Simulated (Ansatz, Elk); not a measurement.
# NaZrF3: X-ray structure factors from the self-consistent density

The structure of NaZrF3 used here is made up (a known structure type with other elements) and was relaxed beforehand with PBE. The aim is the Fourier transform of its all-electron density, F(hkl), set beside the sum over free spherical atoms that refinements use.

Program: Elk 11.2.3 (patched build). Level of theory: DFT, PBE, all-electron APW+lo, Dirac cores, scalar-relativistic bands, static density, no spin. Results are calculated unless marked as measured.

The structure was built from a prototype and need not be the compound's stable phase.

**1. The starting structure**

Symmetry: Pm-3m, No. 221, cubic system. Conventional cell: a = 4.366 Å, b = 4.366 Å, c = 4.366 Å, α = 90.00°, β = 90.00°, γ = 90.00°. Nearest to Zr lie 6 F at 2.18 Å. Na has 12 F at 3.09 Å nearest. Nearest to F lie 2 Zr at 2.18 Å. Farther neighbours and most contacts between anions are not listed.

**2. Ground state and structure factors**

An all-electron density is needed, since X-rays see the cores too. Task 0 finds the density and task 195 Fourier-transforms it; tshift is off so that phases refer to the origin typed.

Contents of elk.in:

```
tasks
  0
  195

xctype
  20

spinpol
  .false.

rgkmax
  7.0

gmaxvr
  14.0

lmaxo
  7

lmaxapw
  8

swidth
  0.002

tshift
  .false.

ramdisk
  .false.

hmaxvr
  5.5

maxscl
  120

epspot
  1e-06

sppath
  './'

avec
  8.25138601073 0.00000000000 -0.00000000000
  0.00000000000 8.25138601073 0.00000000000
  -0.00000000000 0.00000000000 8.25138601073

atoms
  3
  'Zr.in'
  1
  0.5000000000 0.5000000000 0.5000000000   0.000000 0.000000 0.000000
  'Na.in'
  1
  -0.0000000000 0.0000000000 0.0000000000   0.000000 0.000000 0.000000
  'F.in'
  3
  0.0000000000 0.5000000000 0.5000000000   0.000000 0.000000 0.000000
  0.5000000000 0.5000000000 0.0000000000   0.000000 0.000000 0.000000
  0.5000000000 -0.0000000000 0.5000000000   0.000000 0.000000 0.000000

ngridk
  5 5 5
```

Launch:

```bash
OMP_NUM_THREADS=4 elk
```

Numbers of over 12 decimals in the logs are rounded to 6 here.

What it wrote:

```text
┌─────────────────────────┐
│ Elk code version 11.2.3 │
└─────────────────────────┘

All units are atomic (Hartree, Bohr, etc.)

┌─────────────────────────────────────────────────┐
│ Ground-state run starting from atomic densities │
└─────────────────────────────────────────────────┘

Lattice vectors :
   8.251386011       0.000000000      -0.000000000
   0.000000000       8.251386011       0.000000000
  -0.000000000       0.000000000       8.251386011

Reciprocal lattice vectors :
  0.7614702911      -0.000000000       0.000000000
  -0.000000000      0.7614702911      -0.000000000
   0.000000000      -0.000000000      0.7614702911

Unit cell volume      :    561.7986786
Brillouin zone volume :   0.4415286523

Muffin-tin inner radius fraction :   0.1000000000E-01

Nuclei treated as point charges

Species : 1 (Zr)
 parameters loaded from : Zr.in
 name : zirconium
 nuclear charge    :   -40.00000000
 electronic charge :    40.00000000
 atomic mass :    166291.1793
 muffin-tin radius :    2.303652568
 number of radial points in muffin-tin :   1193
 inner part over the whole radius :   0.9920710750E-02
 number on inner part of muffin-tin    :    845
 approximate nuclear radius :   0.8202877663E-04
 number of mesh points to nuclear radius :    420
 atomic positions (lattice), magnetic fields (Cartesian) :
  1 :   0.50000000  0.50000000  0.50000000    0.00000000  0.00000000  0.00000000

Species : 2 (Na)
 parameters loaded from : Na.in
 name : sodium
 nuclear charge    :   -11.00000000
 electronic charge :    11.00000000
 atomic mass :    41907.78703
 muffin-tin radius :    2.200000000
 number of radial points in muffin-tin :    793
 inner part over the whole radius :   0.9883648912E-02
 number on inner part of muffin-tin    :    551
 approximate nuclear radius :   0.5574345702E-04
 number of mesh points to nuclear radius :    238
 atomic positions (lattice), magnetic fields (Cartesian) :
  1 :   0.00000000  0.00000000  0.00000000    0.00000000  0.00000000  0.00000000

Species : 3 (F)
 parameters loaded from : F.in
 name : fluorine
 nuclear charge    :   -9.000000000
 electronic charge :    9.000000000
 atomic mass :    34631.97045
 muffin-tin radius :    1.772040437
 number of radial points in muffin-tin :    593
 inner part over the whole radius :   0.9824795980E-02
 number on inner part of muffin-tin    :    408
 approximate nuclear radius :   0.5278478738E-04
 number of mesh points to nuclear radius :    176
 atomic positions (lattice), magnetic fields (Cartesian) :
  1 :   0.00000000  0.50000000  0.50000000    0.00000000  0.00000000  0.00000000
  2 :   0.50000000  0.50000000  0.00000000    0.00000000  0.00000000  0.00000000
  3 :   0.50000000  0.00000000  0.50000000    0.00000000  0.00000000  0.00000000

Total number of atoms per unit cell :    5
Total muffin-tin volume :    165.7351648
 ratio of muffin-tin to unit cell volume :   0.2950081072

Spin treatment :
 spin-unpolarised

Number of Bravais lattice symmetries :   48
Number of crystal symmetries         :   48
Crystal has inversion symmetry
Real symmetric eigensolver will be used

k-point grid :      5     5     5
k-point offset :    0.000000000       0.000000000       0.000000000
k-point set is reduced with full crystal symmetry group
Total number of k-points :       10

Muffin-tin radius times maximum |G+k| :    7.000000000
 using average radius
Maximum |G+k| for APW functions       :    3.564236858
Maximum (1/2)|G+k|²                   :    6.351892190
Maximum |G| for potential and density :    14.00000000
Constant for pseudocharge density :    8
 order of it for each species :   15  15  15
 order of it for pair densities of each species (exact exchange by exxq0 0: 16) :   13  12   7
Radial integration step length :    1

G-vector grid sizes :     40    40    40
Number of G-vectors :    26001

Maximum angular momentum used for
 APW functions            :    8
 outer part of muffin-tin :    7
 inner part of muffin-tin :    2

Total nuclear charge    :   -78.00000000
[...]
xc potential                :     -217.72843859745
 exchange                    :     -157.11932082412
 correlation                 :     -3.353506
 electron entropic           :    -0.23077437199707E-02
 total energy                :     -4062.5551792958

Density of states at Fermi energy :    172.9223598
 (states/Hartree/unit cell)

Estimated indirect band gap :   0.4477862216E-02
 from k-point 5 to k-point 4
Estimated direct band gap   :   0.5596445011E-02
 at k-point 5

Charges :
 core                        :    36.00000000
 valence                     :    42.00000000
 interstitial                :    4.435614322
 muffin-tins (core leakage)
  species : 1 (Zr)
   atom 1                    :    37.07514173     (  0.2354660647E-04)
  species : 2 (Na)
[...]
species : 3 (F)
[...]
total in muffin-tins        :    73.56438568
 total calculated charge     :    77.99876731
 total charge                :    78.00000000
 error                       :   0.1232687694E-02

RMS change in Kohn-Sham potential (target) :   0.9414543337     (  0.1000000000E-05)
Absolute change in total energy (target)   :   0.5118023398     (  0.1000000000E-03)

[... loops 3 to 14 left out ...]

┌──────────────────┐
│ Loop number : 15 │
└──────────────────┘

Energies :
 Fermi                       :     0.211098
 sum of occupied eigenvalues :     -2373.3072521822
 electron kinetic            :      4181.0847289637
 core electron kinetic       :      3986.6322463502
 Coulomb                     :     -8082.6683297012
 Coulomb potential           :     -6346.6805860210
 nuclear-nuclear             :     -431.10896299477
 electron-nuclear            :     -8965.5149712586
 Hartree                     :      1313.9556045522
 Madelung                    :     -4909.3280366907
 xc potential                :     -207.71139512490
 exchange                    :     -156.57680780596
 correlation                 :     -3.352874
 electron entropic           :    -0.18746599347769E-02
 total energy                :     -4061.5151568231

Density of states at Fermi energy :    140.9455240
 (states/Hartree/unit cell)

Estimated indirect band gap :   0.6146415370E-02
 from k-point 5 to k-point 4
Estimated direct band gap   :   0.6546076882E-02
 at k-point 5

Charges :
 core                        :    36.00000000
 valence                     :    42.00000000
 interstitial                :    4.853055698
 muffin-tins (core leakage)
  species : 1 (Zr)
[...]
species : 2 (Na)
[...]
species : 3 (F)
[...]
total in muffin-tins        :    73.14694430
 total calculated charge     :    77.99874831
 total charge                :    78.00000000
 error                       :   0.1251688254E-02

RMS change in Kohn-Sham potential (target) :   0.5810947833E-06 (  0.1000000000E-05)
Absolute change in total energy (target)   :   0.7687099196E-04 (  0.1000000000E-03)

Convergence targets achieved

┌──────────────────┐
│ Loop number : 16 │
└──────────────────┘

Energies :
 Fermi                       :     0.211098
 sum of occupied eigenvalues :     -2373.3072545009
 electron kinetic            :      4181.0847324180
 core electron kinetic       :      3986.6322481844
 Coulomb                     :     -8082.6683343539
 Coulomb potential           :     -6346.6805793777
 nuclear-nuclear             :     -431.10896299477
 electron-nuclear            :     -8965.5149869155
 Hartree                     :      1313.9556155564
 Madelung                    :     -4909.3280446650
 xc potential                :     -207.71140754118
 exchange                    :     -156.57680788621
 correlation                 :     -3.352874
 electron entropic           :    -0.18746595010031E-02
 total energy                :     -4061.5151581269

Density of states at Fermi energy :    140.9454777
 (states/Hartree/unit cell)

Estimated indirect band gap :   0.6146419651E-02
 from k-point 5 to k-point 4
Estimated direct band gap   :   0.6546095156E-02
 at k-point 5

Charges :
 core                        :    36.00000000
 valence                     :    42.00000000
 interstitial                :    4.853055062
 muffin-tins (core leakage)
  species : 1 (Zr)
[...]
species : 2 (Na)
[...]
species : 3 (F)
   atom 1                    :    8.629449956     ( -0.2852288672E-06)
   atom 2                    :    8.629449956     ( -0.2852288672E-06)
   atom 3                    :    8.629449956     ( -0.2852288672E-06)
 total in muffin-tins        :    73.14694494
 total calculated charge     :    77.99874831
 total charge                :    78.00000000
 error                       :   0.1251688533E-02

┌──────────────────────────────┐
│ Self-consistent loop stopped │
└──────────────────────────────┘

Wrote STATE.OUT
```

Run time: 16 s. Hardware: 4 threads of Arm Neoverse V2, shared host; peak memory 0.18 GiB; 34 s of CPU time.

SFACRHO.OUT:

```text

h k l indices transformed by vhmat matrix:
   1.000000000       0.000000000       0.000000000    
   0.000000000       1.000000000       0.000000000    
   0.000000000       0.000000000       1.000000000    

      h      k      l  multipl.   |H|            Re(F)            Im(F)           |F|

      0      0      0      1   0.0000000       78.000004     -0.49432825E-16   78.000004    
      0      1      0      6  0.76147029      -34.412142      0.60298850E-14   34.412142    
      0     -1      1     12   1.0768816       34.468866     -0.25740533E-14   34.468866    
      1     -1     -1      8   1.3189052      -2.4689573     -0.20813487E-14   2.4689573    
     -2      0      0      6   1.5229406       56.925099      0.10582442E-13   56.925099    
     -1      0     -2     24   1.7026993      -27.235112     -0.12167703E-13   27.235112    
     -2      1      1     24   1.8652137       29.624923     -0.47238961E-14   29.624923    
     -2      2      0     12   2.1537632       46.897547      0.44139777E-14   46.897547    
     -2     -1      2     24   2.2844109      -23.730701     -0.47435313E-14   23.730701    
      3      0      0      6   2.2844109      -23.706488      0.72185121E-13   23.706488    
     -3      0     -1     24   2.4079805       26.595525      0.55881242E-13   26.595525    
     -3     -1      1     24   2.5255112      -6.5760255     -0.35398683E-13   6.5760255    
      2      2      2      8   2.6378105       40.646929     -0.23227200E-13   40.646929    
      0     -2     -3     24   2.7455202      -21.579528     -0.70784276E-13   21.579528    
     -2      3      1     48   2.8491609       24.419624     -0.47753890E-13   24.419624    
      0      0      4      6   3.0458812       36.189767     -0.14444662E-13   36.189767    
      0      4     -1     24   3.1396224      -20.011771      0.72508153E-14   20.011771    
      3      2      2     24   3.1396224      -20.128678      0.10872420E-12   20.128678
```

Elk indexes on the primitive cell of elk.in and gives |H| = 4π sin θ/λ in inverse bohr. Below, one row stands for each form hkl of the conventional cell (m members, Friedel mates merged), F is for one primitive cell and the density is static (no thermal factor). Free-atom factors are Waasmaier and Kirfel's, and R is Σm||F|−|F'||/Σm|F|.

```
hkl   m  sin θ/λ (Å⁻¹)  abs F, DFT  neutral atoms   diff.
100   6          0.115      34.412         34.152  +0.260
110  12          0.162      34.469         34.644  -0.175
111   8          0.198       2.469          2.868  -0.399
200   6          0.229      56.925         56.625  +0.300
210  24          0.256      27.235         27.127  +0.108
211  24          0.281      29.625         29.708  -0.083
220  12          0.324      46.898         46.833  +0.065
221  24          0.344      23.731         23.655  +0.076
300   6          0.344      23.706         23.655  +0.051
310  24          0.362      26.596         26.595  +0.000
311  24          0.380       6.576          6.527  +0.049
222   8          0.397      40.647         40.586  +0.061
320  24          0.413      21.579         21.520  +0.060
321  48          0.428      24.420         24.383  +0.037
400   6          0.458      36.190         36.290  -0.100
410  24          0.472      20.012         20.068  -0.056
322  24          0.472      20.129         20.068  +0.060
330  12          0.486      22.705         22.702  +0.002
411  24          0.486      22.651         22.702  -0.052
331  24          0.499       7.989          7.974  +0.015
420  24          0.512      33.123         33.154  -0.031
421  48          0.525      18.970         18.983  -0.014
```

**3. The highest occupied states alone**

An energy window below the Fermi level keeps the highest occupied states, to see at which angles they scatter; shallow core shells can lie inside it and anion s states outside. No new self-consistency is needed.

elk.in: that of step 2 with these lines changed.

```diff
@@ -1,3 +1,2 @@
 tasks
-  0
   195
@@ -40,2 +39,5 @@
 
+wsfac
+  -0.229890 0.511100
+
 sppath
```

Launch:

```bash
OMP_NUM_THREADS=4 elk
```

What it wrote:

```text
┌─────────────────────────────────┐
│ Elk code version 11.2.3 started │
└─────────────────────────────────┘

Info(readinput): the functional depends on the density's gradient
 muffin-tin radial points multiplied by    2.00000
 (not where nrmtscf is given)

┌────────────────────┐
│ Current task : 195 │
└────────────────────┘
Info(checkmt): changed muffin-tin radius of species 1 (Zr) from   2.6000 to   2.3037
Info(checkmt): changed muffin-tin radius of species 3 (F) from   2.0000 to   1.7720

Info(sfacrho): density structure factors written to SFACRHO.OUT

 Energy window :  -0.2298900000      0.5111000000

┌──────────────────┐
│ Elk code stopped │
└──────────────────┘
```

The job ended after 7.2 s (4 threads; peak memory 0.16 GiB).

States within 12 eV below the Fermi level hold 20.00 electrons; any levels below the window count with the cores. Their amplitudes can exceed the total, where window and core parts have opposite phase:

```
hkl  sin θ/λ (Å⁻¹)  abs F, window  abs F, all
100          0.115          5.924      34.412
110          0.162          3.321      34.469
111          0.198         10.140       2.469
200          0.229          9.559      56.925
210          0.256          2.943      27.235
211          0.281          2.332      29.625
220          0.324          6.067      46.898
221          0.344          1.870      23.731
300          0.344          1.774      23.706
310          0.362          1.638      26.596
```

**4. Another functional**

The difference from free atoms is small, so it is set against the change that LDA (Perdew-Wang) makes.

elk.in: that of step 3 with these lines changed.

```diff
@@ -1,2 +1,3 @@
 tasks
+  0
   195
@@ -4,3 +5,3 @@
 xctype
-  20
+  3
 
@@ -39,5 +40,2 @@
 
-wsfac
-  -0.229890 0.511100
-
 sppath
```

Launch:

```bash
OMP_NUM_THREADS=4 elk
```

What it wrote:

```text
┌─────────────────────────┐
│ Elk code version 11.2.3 │
└─────────────────────────┘

All units are atomic (Hartree, Bohr, etc.)

┌─────────────────────────────────────────────────┐
│ Ground-state run starting from atomic densities │
└─────────────────────────────────────────────────┘

Lattice vectors :
   8.251386011       0.000000000      -0.000000000
   0.000000000       8.251386011       0.000000000
  -0.000000000       0.000000000       8.251386011

Reciprocal lattice vectors :
  0.7614702911      -0.000000000       0.000000000
[...]
interstitial                :    4.946363937
 muffin-tins (core leakage)
  species : 1 (Zr)
[...]
species : 2 (Na)
[...]
species : 3 (F)
[...]
atom 2                    :    8.602886702     ( -0.4577636268E-05)
   atom 3                    :    8.602886702     ( -0.4577636268E-05)
 total in muffin-tins        :    73.05363606
 total calculated charge     :    77.99875270
 total charge                :    78.00000000
 error                       :   0.1247304314E-02

┌──────────────────────────────┐
│ Self-consistent loop stopped │
└──────────────────────────────┘

Wrote STATE.OUT
[key lines of the parts left out:]
total energy                :     -4055.2824888692
```

It took 10 s on 4 threads; peak memory 0.16 GiB.

Against the first run R = 0.06 %; the largest change is -0.090 at 200.

**5. Basis size**

The basis and the expansions that go with it are enlarged, to see whether the differences are converged.

elk.in: that of step 4 with these lines changed.

```diff
@@ -5,3 +5,3 @@
 xctype
-  3
+  20
 
@@ -11,12 +11,12 @@
 rgkmax
-  7.0
+  8.5
 
 gmaxvr
-  14.0
+  18.0
 
 lmaxo
-  7
+  9
 
 lmaxapw
-  8
+  10
```

Launch:

```bash
OMP_NUM_THREADS=4 elk
```

What it wrote:

```text
┌─────────────────────────┐
│ Elk code version 11.2.3 │
└─────────────────────────┘

All units are atomic (Hartree, Bohr, etc.)

┌─────────────────────────────────────────────────┐
│ Ground-state run starting from atomic densities │
└─────────────────────────────────────────────────┘

Lattice vectors :
   8.251386011       0.000000000      -0.000000000
   0.000000000       8.251386011       0.000000000
  -0.000000000       0.000000000       8.251386011

Reciprocal lattice vectors :
  0.7614702911      -0.000000000       0.000000000
[...]
interstitial                :    4.830200978
 muffin-tins (core leakage)
  species : 1 (Zr)
[...]
species : 2 (Na)
[...]
species : 3 (F)
[...]
atom 2                    :    8.635448460     ( -0.2852281233E-06)
   atom 3                    :    8.635448460     ( -0.2852281233E-06)
 total in muffin-tins        :    73.16979902
 total calculated charge     :    78.00020250
 total charge                :    78.00000000
 error                       :   0.2025012246E-03

┌──────────────────────────────┐
│ Self-consistent loop stopped │
└──────────────────────────────┘

Wrote STATE.OUT
[key lines of the parts left out:]
total energy                :     -4061.5281390151
```

It took 42 s on 4 threads; peak memory 0.37 GiB.

Against the first run R = 0.02 %; the largest change is -0.010 at 422.

**6. Settings against the effect**

```
                              run  R against the first run (%)  R against neutral atoms, low angle (%)  wall time
                    PBE, rgkmax 7                         0.00                                    0.56       16 s
                LDA (Perdew-Wang)                         0.06                                    0.50       10 s
rgkmax 8.5 with larger expansions                         0.02                                    0.58       42 s
```

**7. Results**

- R against neutral atoms, sin θ/λ < 0.3 Å⁻¹: 0.56 %
- R against neutral atoms, 0.3 to 0.83 Å⁻¹: 0.21 %

**Reading.** Independent neutral atoms miss the calculated amplitudes by R = 0.56 % below 0.3 Å⁻¹ and 0.21 % from there to 0.83 Å⁻¹; by shells, 0.76 % below 0.15 Å⁻¹ (1 form), 0.55 % 0.15 to 0.3 (5 forms), 0.19 % 0.3 to 0.45 (8 forms), 0.21 % above 0.45 (49 forms). Bonding, aspherical density and the tables' own atoms all enter these figures, and the runs don't part them. The largest change of an amplitude is -0.40 electrons, at 111. The window's part falls from 20.0 electrons at the origin to at most 2.84 between 0.45 and 0.83 Å⁻¹, where compact states inside the window still scatter. Below 0.3 Å⁻¹ the changes that finished (LDA (Perdew-Wang) and rgkmax 8.5 with larger expansions) move F by R = 0.08 % at most, against the 0.56 % that separates it from free atoms. The k-mesh has no finished test. Part of the difference isn't bonding: the tables are fits to free atoms and ions calculated by other methods than this functional. Thermal motion, anomalous dispersion and extinction are left out.

[Logs are printed without paths, hosts, clocks, repeated set-up lines and the standing remarks that a program may print on its own settings, such as how far it seeks lower states.]

[Hosts, paths, dates, database ids (printed as entryN), source tags and the programs' standing remarks are cut or masked in the printed files.]
